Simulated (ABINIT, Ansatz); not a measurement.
# MgO2 (R-3m): G0W0 on several meshes in ABINIT

Aim: the GW shift of MgO2 (R-3m) against the k mesh.

Method: LDA and many-body steps on it, plane waves, in ABINIT 10.8.3.

## (1) The structure

It takes space group R-3m (No. 166, trigonal). The conventional cell has a = 3.210 Å, b = 3.210 Å, c = 10.482 Å, α = 90.00°, β = 90.00°, γ = 120.00°. Mg has 6 O at 2.11 Å nearest. O has 1 O at 1.49 Å and 3 Mg at 2.11 Å nearest. Farther neighbours and most contacts between anions are not listed.

The cell and positions are those that the Materials Project relaxed with its own functionals (PBE, PBE+U or r2SCAN), kept fixed.

## (2) Empty states on the mesh, 4×4×4 mesh, 112 bands

This step: ABINIT 10.8.3; DFT, LDA, plane waves, norm-conserving pseudopotentials.

The sums over transitions need many empty states on a uniform mesh; this step solves for them.

Contents of run.abi:

```
acell 3*1.0 Angstrom
rprim 
  1.604761016024 0.926509204586 3.493978874900
  -1.604761016024 0.926509204586 3.493978874900
  0.000000000000 -1.853018409173 3.493978874900
ntypat 2
znucl 12 8
natom 3
typat 1 2 2
xred 
  0.000000000000 0.000000000000 0.000000000000
  0.428786000000 0.428786000000 0.428786000000
  0.571214000000 0.571214000000 0.571214000000
pp_dirpath "pseudos"
pseudos "Mg.upf, O.upf"
ecut 38
ngkpt 4 4 4
nshiftk 1
shiftk 0 0 0
kptopt 1
chksymbreak 0
irdden 1
istwfk *1
nband 112
prtvol 0
optdriver 6
gwr_task "HDIAGO"
paral_kgb 0
occopt 1
indata_prefix "in"
outdata_prefix "out"
tmpdata_prefix "tmp"
```

Started as:

```sh
OMP_NUM_THREADS=1 mpirun -n 4 abinit run.abi > log
```

Numbers of over 12 decimals in the logs are rounded to 6 here.

What it wrote:

```text
.Version 10.8.3 of ABINIT. v10.8.2 released Aug 2026.

 Symmetries : space group R-3 m (#166); Bravais hR (rhombohedral)
[... echo of the input left out ...]
== DATASET  1 ==================================================================
-   mpi_nproc: 4, omp_nthreads: 1 (-1 if OMP is not activated)

--- !DatasetInfo
iteration_state: {dtset: 1, }
dimensions: {natom: 3, nkpt: 13, mband: 112, nsppol: 1, nspinor: 1, nspden: 1, mpw: 2370, }
cutoff_energies: {ecut:  38.0, pawecutdg:  -1.0, }
[...]
Direct band gap semiconductor
 Fundamental gap:     2.137 (eV)
   VBM:     3.180 (eV) at k: [ 5.0000E-01,  5.0000E-01,  5.0000E-01]
   CBM:     5.317 (eV) at k: [ 5.0000E-01,  5.0000E-01,  5.0000E-01]
 Direct gap:         2.137 (eV) at k: [ 5.0000E-01,  5.0000E-01,  5.0000E-01]

== END DATASET(S) ==============================================================
================================================================================

 -outvars: echo values of variables after computation  --------
           etotal      0.0000000000E+00
            nband         112
             nkpt          13
          spgroup         166
 [... the other variables as echoed above ...]

 Calculation completed.
```

Elapsed: 52 s, on 4 MPI ranks of Arm Neoverse V1, shared host; peak memory 1.4 GiB.

Numbers from this step:

```yaml
gap: 2.137 eV
k_of_the_valence_top: 0.5, 0.5, 0.5
k_of_the_conduction_bottom: 0.5, 0.5, 0.5
least_direct_gap: 2.137 eV
k_points_computed: 13
lowest_point_of_the_top_converged_band_above_the_valence_top: 110.2798 eV
```

On this mesh the gap is 2.137 eV.

The density comes from a self-consistent run that is not shown.

## (3) Screening, 4×4×4 mesh, 48 bands, screening to 141.5 eV

The RPA dielectric matrix is built and inverted for each q.

This step: RPA screening on LDA, plane waves, norm-conserving pseudopotentials.

Edit run.abi of step 2 so:

```diff
@@ -21,10 +21,11 @@
 chksymbreak 0
-irdden 1
 istwfk *1
-nband 112
-prtvol 0
-optdriver 6
-gwr_task "HDIAGO"
-paral_kgb 0
 occopt 1
+irdwfk 1
+optdriver 3
+nband 48
+ecuteps 5.2
+inclvkb 2
+awtr 1
+symchi 1
 indata_prefix "in"
```

What it wrote:

```text
.Version 10.8.3 of ABINIT. v10.8.2 released Aug 2026.

 Symmetries : space group R-3 m (#166); Bravais hR (rhombohedral)
[... echo of the input left out ...]
== DATASET  1 ==================================================================
-   mpi_nproc: 4, omp_nthreads: 1 (-1 if OMP is not activated)

--- !DatasetInfo
iteration_state: {dtset: 1, }
dimensions: {natom: 3, nkpt: 13, mband: 48, nsppol: 1, nspinor: 1, nspden: 1, mpw: 2370, }
cutoff_energies: {ecut:  38.0, pawecutdg:  -1.0, }
electrons: {nelect:   2.20000000E+01, charge:   0.00000000E+00, occopt:   1.00000000E+00, tsmear:   1.00000000E-02, }

 SCREENING: Calculation of the susceptibility and dielectric matrices

 Based on a program developped by R.W. Godby, V. Olevano, G. Onida, and L. Reining.
 Incorporated in ABINIT by V. Olevano, G.-M. Rignanese, and M. Torrent.
.Using double precision arithmetic ; gwpc =  8

[... cell and pseudopotentials left out ...]
--------------------------------------------------------------------------------

 ==== K-mesh for the wavefunctions ====
 Number of points in the irreducible wedge :    13
[... list of points left out ...]
 Together with 12 symmetry operations and time-reversal symmetry
 yields    64 points in the full Brillouin Zone.

 ==== Q-mesh for the screening function ====
 Number of points in the irreducible wedge :    13
[... list of points left out ...]
 Together with 12 symmetry operations and time-reversal symmetry
 yields    64 points in the full Brillouin Zone.

 setmesh: FFT mesh size selected  =    30x   30x   30
          total number of points  =        27000

 vcoul_init : cutoff-mode = AUXILIARY_FUNCTION
 q-points for optical limit:   1
     1)      0.000010    0.000020    0.000030

- screening: taking advantage of time-reversal symmetry
- Maximum band index for partially occupied states nbvw = 11
- Remaining bands to be divided among processors   nbcw = 37
- Number of bands treated by each node ~9

 Number of electrons calculated from density =   22.0000; Expected =   22.0000
 average of density, n =  0.104591
 r_s =    1.3167
 omega_plasma =   31.1963 [eV]

 calculating chi0 at frequencies [eV] :
  1    0.000000E+00    0.000000E+00
  2    0.000000E+00    3.119628E+01

--------------------------------------------------------------------------------
  q-point number  1        q = ( 0.000000, 0.000000, 0.000000) [r.l.u.]
--------------------------------------------------------------------------------
[... chi0 elements left out ...]
 For q-point:  0.000010 0.000020 0.000030
  dielectric constant =   3.5336
  dielectric constant without local fields =   3.8768

  Average fulfillment of the sum rule on Im[epsilon] for q-point    1 :     39.98  [%]
[... wings left out ...]
  q-point number  2        q = ( 0.250000, 0.000000, 0.000000) [r.l.u.]
--------------------------------------------------------------------------------
[... chi0 elements left out ...]
  Average fulfillment of the sum rule on Im[epsilon] for q-point    2 :     54.12  [%]

 [... 11 further q-points ...]
```

The job ended after 23 s (4 MPI ranks; peak memory 0.75 GiB; 93 s of CPU time).

This step gave:

```yaml
eps_infinity_with_local_fields_on_this_mesh_along_the_program_s_q_direction: 3.534
the_same_without_local_fields: 3.877
plasma_frequency: 31.20 eV
plane_waves_in_the_screening_matrix: 109
```

Local fields lower ε∞ by 9 %. On a Γ-centred mesh this coarse the value itself is usually too large, while a short band sum pulls it down.

## (4) 4×4×4

The self-energy is evaluated for the states that the input lists, and the levels follow from it, in one-shot runs by the linearised quasiparticle equation.

This step: G0W0 on LDA, plane waves, norm-conserving pseudopotentials.

Edit run.abi of step 3 so:

```diff
@@ -24,8 +24,17 @@
 irdwfk 1
-optdriver 3
+optdriver 4
 nband 48
+gwcalctyp 0
+ecutsigx 38
+symsigma 1
+nkptgw 2
+kptgw 
+  0.5000000000 0.5000000000 0.5000000000
+  0.0000000000 0.0000000000 0.0000000000
+bdgw 
+  10 13
+  10 13
 ecuteps 5.2
-inclvkb 2
-awtr 1
-symchi 1
+irdscr 1
+ppmodel 1
 indata_prefix "in"
```

What it wrote:

```text
.Version 10.8.3 of ABINIT. v10.8.2 released Aug 2026.

 Symmetries : space group R-3 m (#166); Bravais hR (rhombohedral)
[... echo of the input left out ...]
== DATASET  1 ==================================================================
-   mpi_nproc: 4, omp_nthreads: 1 (-1 if OMP is not activated)

--- !DatasetInfo
iteration_state: {dtset: 1, }
dimensions: {natom: 3, nkpt: 13, mband: 48, nsppol: 1, nspinor: 1, nspden: 1, mpw: 2370, }
cutoff_energies: {ecut:  38.0, pawecutdg:  -1.0, }
electrons: {nelect:   2.20000000E+01, charge:   0.00000000E+00, occopt:   1.00000000E+00, tsmear:   1.00000000E-02, }

 SIGMA: Calculation of the GW corrections

 Based on a program developped by R.W. Godby, V. Olevano, G. Onida, and L. Reining.
 Incorporated in ABINIT by V. Olevano, G.-M. Rignanese, and M. Torrent.
.Using double precision arithmetic ; gwpc =  8

[... cell and pseudopotentials left out ...]
--------------------------------------------------------------------------------

 ==== K-mesh for the wavefunctions ====
 Number of points in the irreducible wedge :    13
[... list of points left out ...]
 Together with 12 symmetry operations and time-reversal symmetry
 yields    64 points in the full Brillouin Zone.

 ==== Q-mesh for screening function ====
 Number of points in the irreducible wedge :    13
[... list of points left out ...]
 Together with 12 symmetry operations and time-reversal symmetry
 yields    64 points in the full Brillouin Zone.

 vcoul_init : cutoff-mode = AUXILIARY_FUNCTION
 q-points for optical limit:   1
     1)      0.000010    0.000020    0.000030
 setmesh: FFT mesh size selected  =    45x   45x   45
          total number of points  =        91125

 Number of electrons calculated from density =   22.0000; Expected =   22.0000
 average of density, n =  0.104591
 r_s =    1.3167
 omega_plasma =   31.1963 [eV]

 === KS Band Gaps ===
  >>>> For spin  1
   Minimum direct gap =   2.1369 [eV], located at k-point      :   0.5000  0.5000  0.5000
   Fundamental gap    =   2.1369 [eV], Top of valence bands at :   0.5000  0.5000  0.5000
                                       Bottom of conduction at :   0.5000  0.5000  0.5000
 SIGMA fundamental parameters:
 PLASMON POLE MODEL  1
 number of plane-waves for SigmaX                 2365
 number of plane-waves for SigmaC and W            109
 number of plane-waves for wavefunctions          2365
 number of bands                                    48
 number of independent spin polarizations            1
 number of spinorial components                      1
 number of k-points in IBZ                          13
 number of q-points in IBZ                          13
 number of symmetry operations                      12
 number of k-points in BZ                           64
 number of q-points in BZ                           64
 number of frequencies for dSigma/dE                 9
 frequency step for dSigma/dE [eV]                0.25
 number of omega for Sigma on real axis              0
 max omega for Sigma on real axis  [eV]           0.00
 zcut for avoiding poles [eV]                     0.10

 EPSILON^-1 parameters (SCR file):
 dimension of the eps^-1 matrix on file            109
 dimension of the eps^-1 matrix used               109
 number of plane-waves for wavefunctions          2365
 number of bands                                    48
 number of q-points in IBZ                          13
 number of frequencies                               2
 number of real frequencies                          1
 number of imag frequencies                          1

 matrix elements of self-energy operator (all in [eV])

 Perturbative Calculation

--- !SelfEnergy_ee
iteration_state: {dtset: 1, }
kpoint     : [   0.500,    0.500,    0.500, ]
spin       : 1
KS_gap     :    2.137
QP_gap     :    5.011
Delta_QP_KS:    2.874
data: !SigmaeeData |
     Band     E0 <VxcDFT>   SigX SigC(E0)      Z dSigC/dE  Sig(E)    E-E0       E
       10   3.180 -20.478 -26.426   4.866   0.793  -0.260 -21.336  -0.858   2.321
       11   3.180 -20.478 -26.426   4.866   0.793  -0.260 -21.336  -0.858   2.321
       12   5.317 -18.094 -12.146  -3.458   0.810  -0.235 -16.078   2.016   7.333
       13   7.912  -9.710  -4.418  -3.672   0.862  -0.160  -8.313   1.397   9.308

--- !SelfEnergy_ee
iteration_state: {dtset: 1, }
kpoint     : [   0.000,    0.000,    0.000, ]
spin       : 1
KS_gap     :    5.188
QP_gap     :    7.575
Delta_QP_KS:    2.387
data: !SigmaeeData |
     Band     E0 <VxcDFT>   SigX SigC(E0)      Z dSigC/dE  Sig(E)    E-E0       E
       10   2.378 -19.584 -25.760   4.930   0.791  -0.264 -20.570  -0.986   1.392
       11   2.378 -19.584 -25.760   4.930   0.791  -0.264 -20.570  -0.986   1.392
       12   7.566 -11.433  -6.289  -3.503   0.854  -0.171 -10.032   1.401   8.967
       13   7.794 -20.079 -12.512  -4.308   0.781  -0.280 -17.533   2.546  10.340

== END DATASET(S) ==============================================================
================================================================================

 -outvars: echo values of variables after computation  --------
           etotal      0.0000000000E+00
            nband          48
             nkpt          13
          spgroup         166
 [... the other variables as echoed above ...]

 Calculation completed.
```

Run time: 3.7 s. Hardware: 4 MPI ranks; peak memory 0.68 GiB.

Numbers from this step:

| Item | Value |
| --- | --- |
| G0W0 gap on the points computed | 5.012 eV |
| starting gap on the mesh | 2.137 eV |
| k of the valence top | 0.5, 0.5, 0.5 |
| k of the conduction bottom | 0.5, 0.5, 0.5 |
| Z at the valence top | 0.793 |
| Z at the conduction bottom | 0.81 |
| least direct G0W0 gap on the computed points | 5.012 eV |

The gap on the mesh goes from 2.14 eV to 5.01 eV, a correction of +2.88 eV.

## (5) Empty states on the mesh, 6×6×6 mesh, 52 bands

This step: DFT, LDA, plane waves, norm-conserving pseudopotentials.

Edit run.abi of step 4 so:

```diff
@@ -16,3 +16,3 @@
 ecut 38
-ngkpt 4 4 4
+ngkpt 6 6 6
 nshiftk 1
@@ -21,20 +21,10 @@
 chksymbreak 0
+iscf -2
+irdden 1
 istwfk *1
-occopt 1
-irdwfk 1
-optdriver 4
-nband 48
-gwcalctyp 0
-ecutsigx 38
-symsigma 1
-nkptgw 2
-kptgw 
-  0.5000000000 0.5000000000 0.5000000000
-  0.0000000000 0.0000000000 0.0000000000
-bdgw 
-  10 13
-  10 13
-ecuteps 5.2
-irdscr 1
-ppmodel 1
+nband 52
+nbdbuf 4
+tolwfr 1e-09
+nstep 60
+prtvol 0
 indata_prefix "in"
```

What it wrote:

```text
.Version 10.8.3 of ABINIT. v10.8.2 released Aug 2026.

 Symmetries : space group R-3 m (#166); Bravais hR (rhombohedral)
[... echo of the input left out ...]
== DATASET  1 ==================================================================
-   mpi_nproc: 4, omp_nthreads: 1 (-1 if OMP is not activated)

--- !DatasetInfo
iteration_state: {dtset: 1, }
dimensions: {natom: 3, nkpt: 32, mband: 52, nsppol: 1, nspinor: 1, nspden: 1, mpw: 2382, }
cutoff_energies: {ecut:  38.0, pawecutdg:  -1.0, }
[...]
1.73066    1.73066    1.77524    1.77524    1.81027    1.86467    1.86467    1.91219
   1.96125    1.96587    2.19817    2.21819    2.21819    2.23029    2.23327    2.23327
   2.30829    2.30829    2.37346    2.40872
 prteigrs : prtvol=0 or 1, do not print more k-points.

== END DATASET(S) ==============================================================
================================================================================

 -outvars: echo values of variables after computation  --------
            nband          52
             nkpt          32
          spgroup         166
 [... the other variables as echoed above ...]

 Calculation completed.
```

The job ended after 27 s (4 MPI ranks; peak memory 0.31 GiB; 1.8 min of CPU time).

This step gave:

- gap: 2.137 eV
- k of the valence top: 0.5, 0.5, 0.5
- k of the conduction bottom: 0.5, 0.5, 0.5
- least direct gap: 2.137 eV
- k points computed: 32
- lowest point of the top converged band, above the valence top: 55.5918 eV

On this mesh the gap is 2.137 eV.

(Part 1 of 2 ends here.)

[Paths, hosts, dates, memory and timing lines, banners, echoed tables and standing remarks are left out of the program output.]

[Logs are printed without paths, hosts, clocks, repeated set-up lines and the standing remarks that a program may print on its own settings, such as how far it seeks lower states.]

[Runs of the session that timed out or met a known fault of the program may be left out.]

[No measured gap is set beside runs whose start may be inverted or whose files or cutoffs have a known fault.]

[Hosts, paths, dates, database ids (printed as entryN), source tags and the programs' standing remarks are cut or masked in the printed files.]

[G0W0 gaps are taken among the corrected bands and points alone; a level outside them can change the order at an edge.]

[Where Ansatz stands beside ABINIT at settings called matched, ABINIT's density can come from a denser mesh and the files from another edition; pairs whose starting gaps differed by over 0.03 eV were left out, so agreement reads better than it is.]
